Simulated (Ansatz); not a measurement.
# amorphous Si: which shell does photoemission see at 21.2 and 1486.7 eV? (PBE)

The valence band of amorphous Si mixes several shells. Work out by hand which one leads the spectrum's area at each photon energy.

Filled states come from the projected DOS of Ansatz 0.2.0 (PBE, plane waves); cross sections σ and asymmetry parameters β are those of free atoms in a Dirac–Hartree–Slater calculation. A shell's area is states × σ × angular factor, which is 1 + β·P₂(cos θ) for linear light, with θ = 0° from the polarisation and P₂ = 1.000.

**At 21.2 eV** (states counted from 11.2 eV below the zero; other shells add 0 to the products' sum of 40.9):

| shell | filled states a cell | cross section (Mb an electron) | β | angular factor | product | share by hand (%) | share in the simulated spectrum (%) |
| --- | --- | --- | --- | --- | --- | --- | --- |
| Si 3s | 42.54 | 0.129 | 2.00 | 3.00 | 16.4 | 40 | 40 |
| Si 3p | 94.59 | 0.148 | 0.75 | 1.75 | 24.4 | 60 | 60 |

**At 1486.7 eV** (states counted from 14.4 eV below the zero; other shells add 0 to the products' sum of 0.0908):

| shell | filled states a cell | cross section (Mb an electron) | β | angular factor | product | share by hand (%) | share in the simulated spectrum (%) |
| --- | --- | --- | --- | --- | --- | --- | --- |
| Si 3s | 46.15 | 0.000534 | 2.00 | 3.00 | 0.0739 | 81 | 81 |
| Si 3p | 95.78 | 8.81e-05 | 1.00 | 2.00 | 0.0169 | 19 | 19 |

Si 3p leads at 21.2 eV and Si 3s at 1486.7 eV. Between the two energies σ of Si 3p changes by a factor 6.0e-4 and that of Si 3s by 0.0041, so their ratio moves 7.0-fold in favour of the second. The simulated spectrum uses the same rule on the energy-resolved DOS, so the two share columns agree within a few points.

Only crystals where the two columns agree within 4 points and the lead is clear are worked in this form. Free-atom cross sections ignore the solid's final states, no escape depth or background enters, and the count of states a shell hangs on the projection.
